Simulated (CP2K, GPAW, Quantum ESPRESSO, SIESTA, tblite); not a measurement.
## Atom list for (11,0) carbon nanotube bundle (176 atoms)

The starting structure: Graphene sheet (a = 2.46 Å) rolled into a (11,0) tube of diameter 8.61 Å, 4 periods, hexagonal bundle with 3.3 Å between walls; then minimised and run for 3 ps at 600 K (NVT) with a classical potential, last frame taken. Then every atom was moved at random, 0.03 Å r.m.s. a Cartesian component.

Calculated values (Quantum ESPRESSO 7.5, Kohn-Sham DFT, PBE, SSSP efficiency 1.3.0 pseudopotentials, plane waves; sssp-1.3.0-efficiency; 45/360 Ry; levels smeared at 580 K; Γ point) for the built cell with every atom moved at random.

Cell vectors (Å):

```
11.913 0.000 0.000
-5.957 10.317 0.000
0.000 0.000 17.043
```

Positions (Å):

```
1 C -2.02 8.25 1.34
2 C -1.99 9.48 0.69
3 C 3.93 0.34 1.31
4 C 3.78 1.58 0.68
5 C -1.69 9.55 3.52
6 C 4.10 0.41 2.72
7 C 3.20 2.71 1.39
8 C 2.36 3.53 0.70
9 C 3.83 1.58 3.43
10 C 3.37 2.82 2.81
11 C 1.26 4.11 1.47
12 C 0.14 4.18 0.72
13 C 2.53 3.69 3.51
14 C 1.34 4.05 2.78
15 C -1.06 4.09 1.36
16 C 9.75 3.65 0.69
17 C 0.13 4.36 3.54
18 C -1.06 4.21 2.76
19 C 8.82 2.85 1.51
20 C 7.94 2.01 0.79
21 C 9.75 3.57 3.57
22 C 8.86 2.75 2.90
23 C 7.64 0.77 1.41
24 C 1.61 9.83 0.70
25 C 8.06 1.89 3.60
26 C 7.50 0.71 2.84
27 C 1.94 8.63 1.51
28 C 2.67 7.72 0.70
29 C 1.41 9.78 3.53
30 C 1.90 8.60 2.88
31 C 3.64 7.03 1.40
32 C 4.66 6.34 0.70
33 C 2.58 7.67 3.57
34 C 3.56 7.01 2.85
35 C 5.90 6.02 1.45
36 C 7.15 6.09 0.63
37 C 4.74 6.55 3.61
38 C 5.89 6.09 2.82
39 C -3.56 6.49 1.40
40 C -2.61 7.20 0.70
41 C 7.01 6.27 3.53
42 C -3.66 6.52 2.78
43 C -2.67 7.28 3.49
44 C -1.98 8.30 2.66
45 C -2.12 8.38 5.64
46 C -1.85 9.53 4.91
47 C 4.08 0.35 5.54
48 C 3.61 1.61 4.87
49 C -1.77 9.55 7.72
50 C 4.07 0.40 7.05
51 C 3.18 2.69 5.66
52 C 2.38 3.62 4.99
53 C 3.98 1.62 7.76
54 C 3.44 2.69 7.07
55 C 1.34 4.15 5.68
56 C 0.15 4.37 4.94
57 C 2.38 3.54 7.80
58 C 1.30 4.06 7.11
59 C -1.07 4.16 5.67
60 C 9.82 3.58 5.00
61 C 0.12 4.19 7.80
62 C -1.16 4.19 7.12
63 C 8.79 2.87 5.72
64 C 8.12 1.92 4.96
65 C 9.68 3.71 7.75
66 C 8.98 2.86 7.06
67 C 7.61 0.73 5.56
68 C 1.72 9.90 4.92
69 C 8.17 1.84 7.72
70 C 7.74 0.65 7.09
71 C 2.18 8.74 5.62
72 C 2.73 7.62 5.00
73 C 1.54 9.77 7.79
74 C 2.00 8.66 7.07
75 C 3.59 6.81 5.69
76 C 4.74 6.37 5.03
77 C 2.68 7.67 7.83
78 C 3.68 6.89 7.04
79 C 5.84 5.99 5.68
80 C 7.12 6.31 4.86
81 C 4.72 6.36 7.80
82 C 5.89 5.96 7.19
83 C -3.76 6.75 5.68
84 C -2.68 7.29 4.98
85 C 7.09 6.20 7.82
86 C -3.81 6.80 7.09
87 C -2.80 7.42 7.86
88 C -1.96 8.30 7.10
89 C -2.11 8.40 9.97
90 C -1.66 9.55 9.17
91 C 4.23 0.49 9.90
92 C 3.87 1.58 9.19
93 C -1.78 9.58 12.05
94 C 4.05 0.47 11.37
95 C 3.22 2.68 10.02
96 C 2.36 3.51 9.25
97 C 3.85 1.68 12.11
98 C 3.31 2.70 11.35
99 C 1.39 4.16 9.94
100 C 0.08 4.28 9.20
101 C 2.33 3.48 12.12
102 C 1.27 4.08 11.34
103 C -1.15 4.03 9.92
104 C 9.62 3.67 9.25
105 C 0.09 4.20 12.08
106 C -1.06 3.98 11.37
107 C 8.73 2.95 9.88
108 C 7.93 1.98 9.17
109 C 9.72 3.61 12.05
110 C 8.67 2.80 11.43
111 C 7.52 0.82 9.85
112 C 1.63 9.89 9.21
113 C 8.02 2.01 12.18
114 C 7.56 0.82 11.42
115 C 1.98 8.74 9.87
116 C 2.65 7.68 9.21
117 C 1.49 9.91 12.07
118 C 1.82 8.60 11.35
119 C 3.60 6.93 9.99
120 C 4.66 6.28 9.30
121 C 2.63 7.71 12.08
122 C 3.50 6.86 11.37
123 C 5.94 6.05 10.05
124 C 7.16 6.07 9.25
125 C 4.74 6.36 12.04
126 C 5.88 6.10 11.39
127 C -3.64 6.51 10.00
128 C -2.76 7.37 9.31
129 C 7.12 6.13 12.05
130 C -3.51 6.41 11.36
131 C -2.67 7.33 12.09
132 C -2.14 8.39 11.38
133 C -2.02 8.34 14.16
134 C -1.60 9.49 13.50
135 C 4.32 0.43 14.20
136 C 3.82 1.63 13.50
137 C -1.91 9.61 16.42
138 C 4.30 0.46 15.75
139 C 3.17 2.60 14.27
140 C 2.35 3.40 13.51
141 C 3.97 1.67 16.41
142 C 3.42 2.80 15.64
143 C 1.26 3.94 14.17
144 C 0.07 4.28 13.48
145 C 2.40 3.61 16.36
146 C 1.37 4.07 15.65
147 C -1.10 4.10 14.29
148 C 9.70 3.68 13.55
149 C 0.17 4.18 16.34
150 C -1.09 4.22 15.63
151 C 8.73 3.00 14.26
152 C 8.00 2.00 13.60
153 C 9.68 3.66 16.38
154 C 8.72 2.96 15.74
155 C 7.61 0.82 14.28
156 C 1.58 9.94 13.53
157 C 7.95 1.99 16.42
158 C 7.66 0.77 15.67
159 C 2.09 8.78 14.32
160 C 2.67 7.80 13.49
161 C 1.55 9.83 16.38
162 C 1.91 8.75 15.69
163 C 3.54 6.91 14.18
164 C 4.63 6.45 13.49
165 C 2.59 7.56 16.32
166 C 3.62 6.85 15.59
167 C 5.87 6.32 14.16
168 C 7.12 6.19 13.45
169 C 4.72 6.37 16.31
170 C 5.88 6.23 15.64
171 C -3.59 6.43 14.16
172 C -2.60 7.23 13.46
173 C 7.20 6.05 16.26
174 C -3.59 6.39 15.61
175 C -2.45 7.17 16.35
176 C -2.09 8.41 15.61
```

Q: Give the force on every atom.

Columns: atom, fx, fy, fz (forces in eV/Å).

```
1 0.19 1.17 -0.59
2 1.08 -0.42 0.78
3 1.20 3.05 4.33
4 -0.64 1.09 2.89
5 -1.65 -1.74 -4.15
6 -0.07 -1.29 1.69
7 2.35 -0.99 1.58
8 -0.68 1.98 0.24
9 -1.37 3.46 1.86
10 -0.40 -2.44 -1.52
11 3.61 -1.41 -3.86
12 -0.64 1.28 -2.83
13 -2.06 -0.66 1.92
14 -0.26 2.17 5.28
15 -0.28 1.03 2.30
16 -2.61 -1.77 3.15
17 0.94 -0.57 -1.33
18 -1.69 -1.71 2.87
19 -0.34 1.15 -2.60
20 1.08 -1.38 -0.55
21 2.63 1.73 -0.30
22 0.44 1.91 -1.23
23 -1.82 -1.38 1.38
24 -0.46 0.83 3.89
25 -1.54 -2.48 -2.09
26 1.14 1.30 0.38
27 -0.64 1.70 -4.24
28 -0.78 -1.24 -0.57
29 2.32 1.35 0.39
30 -2.45 2.71 -0.20
31 0.59 -2.24 1.74
32 1.98 -0.01 0.76
33 2.31 -2.43 1.40
34 3.21 -1.36 0.05
35 -0.29 0.64 -4.39
36 0.37 -0.54 3.09
37 -1.41 -1.75 -2.74
38 -3.88 1.35 1.32
39 -3.26 -1.90 -1.37
40 1.15 -0.83 -1.69
41 5.85 -0.68 -2.06
42 0.34 1.31 1.94
43 0.23 -0.21 0.33
44 -0.01 0.25 8.28
45 1.80 -2.05 2.56
46 1.45 -3.48 -2.85
47 -2.14 8.05 4.90
48 3.79 -3.44 -0.03
49 1.37 -1.71 3.59
50 1.42 1.42 -3.07
51 2.05 -0.92 0.19
52 2.15 0.10 -3.14
53 -1.00 -0.63 0.58
54 -4.27 2.64 0.10
55 -1.83 0.83 0.80
56 -0.88 0.31 1.02
57 3.52 -1.89 0.81
58 0.75 0.10 -1.82
59 1.07 0.79 1.64
60 -2.69 0.15 -2.38
61 -2.78 1.99 0.98
62 4.92 1.11 -2.70
63 2.67 0.82 -2.81
64 -2.27 -1.66 1.47
65 0.75 1.62 5.77
66 -6.89 -4.77 -0.46
67 1.73 3.01 6.00
68 -1.52 -4.64 -2.43
69 -0.81 0.54 2.57
70 -0.96 2.42 -3.05
71 -1.91 -0.58 2.93
72 -2.29 2.20 -1.90
73 1.31 1.90 -0.09
74 0.70 -0.30 -0.62
75 0.87 -0.04 -0.37
76 -2.14 -0.12 -3.16
77 0.97 -0.82 -2.91
78 -2.80 0.67 4.28
79 4.76 0.70 2.03
80 -3.90 -2.07 5.67
81 -0.56 -1.44 3.53
82 -0.34 0.47 -4.73
83 0.95 -0.68 -0.97
84 -0.15 1.27 -3.01
85 0.13 -0.94 2.03
86 1.03 -1.35 0.73
87 1.13 -0.14 -0.31
88 -2.09 1.23 -1.88
89 1.24 1.12 -1.30
90 -1.26 0.02 1.20
91 -0.64 -2.82 1.30
92 -0.16 3.48 0.57
93 0.11 -0.99 1.76
94 1.96 0.85 -0.84
95 1.96 -1.42 -5.80
96 1.99 -0.28 -1.30
97 0.79 -2.94 -1.10
98 -2.46 2.19 3.29
99 -5.25 0.36 0.35
100 1.17 -0.52 1.25
101 1.34 -0.05 -2.80
102 2.47 -0.46 1.67
103 2.92 1.42 1.35
104 3.24 2.00 -3.91
105 0.30 0.84 -0.03
106 -1.94 0.81 -2.58
107 -5.36 -4.31 4.77
108 1.53 -0.52 -2.03
109 -1.98 -1.04 3.32
110 5.64 7.30 -5.48
111 0.52 0.25 4.27
112 -1.41 0.23 -1.15
113 -4.50 -6.13 1.02
114 -0.77 0.24 -2.79
115 -0.57 -2.46 4.00
116 0.30 0.35 0.54
117 1.16 -2.00 1.20
118 0.60 3.82 -1.20
119 -0.60 -1.35 -1.51
120 1.82 1.13 -1.13
121 -1.17 0.22 0.21
122 3.19 -0.49 0.78
123 -2.21 -0.54 -6.00
124 -1.36 0.56 0.86
125 -6.11 1.67 2.93
126 2.73 -0.50 0.46
127 0.94 0.21 -2.16
128 -0.27 -0.67 -2.58
129 2.35 -0.26 1.57
130 -2.89 0.73 1.78
131 -0.15 -2.02 -1.13
132 1.33 1.13 -0.38
133 0.49 -0.61 2.22
134 -1.27 2.26 -1.33
135 -0.73 0.67 2.05
136 2.08 -2.49 1.85
137 0.86 -3.49 -6.05
138 -1.00 1.71 -4.34
139 2.81 0.51 -0.21
140 -1.84 1.41 -0.19
141 0.01 0.76 -4.66
142 -1.89 -0.91 1.42
143 0.40 1.99 2.19
144 0.76 -1.03 1.58
145 4.11 -2.33 -0.25
146 -2.96 0.26 -3.66
147 0.35 1.48 -3.85
148 0.07 0.08 -2.32
149 -2.03 1.43 0.72
150 0.17 -1.73 3.12
151 -1.26 -1.33 1.97
152 -0.11 0.46 -0.49
153 2.34 2.12 -0.75
154 -1.69 -0.82 -3.50
155 0.07 -0.03 -0.86
156 0.85 -1.33 0.31
157 0.09 -1.17 -1.12
158 -1.09 1.36 2.11
159 -2.70 1.57 -4.56
160 0.08 -1.27 1.67
161 0.27 3.39 -0.27
162 2.51 -6.06 -1.56
163 -0.12 0.45 0.52
164 3.36 -1.09 -2.52
165 -0.11 3.16 0.90
166 -2.72 1.29 0.41
167 0.57 -1.43 1.80
168 -1.04 0.06 0.32
169 -1.40 0.12 1.77
170 3.23 -1.34 -3.33
171 0.52 0.92 1.24
172 -0.73 0.50 1.75
173 -4.05 0.60 2.25
174 4.78 1.96 -2.39
175 -4.02 0.38 -2.80
176 0.59 -2.32 0.57
```

Only the Γ point is sampled, in a cell whose shortest periodic width is 10 Å.

The r.m.s. force component is 2.24 eV/Å; the longest force, 10.7 eV/Å, acts on C110.

[Logs are printed without paths, hosts, clocks, repeated set-up lines and the standing remarks that a program may print on its own settings, such as how far it seeks lower states.]

[Hosts, paths, dates, database ids (printed as entryN), source tags and the programs' standing remarks are cut or masked in the printed files.]
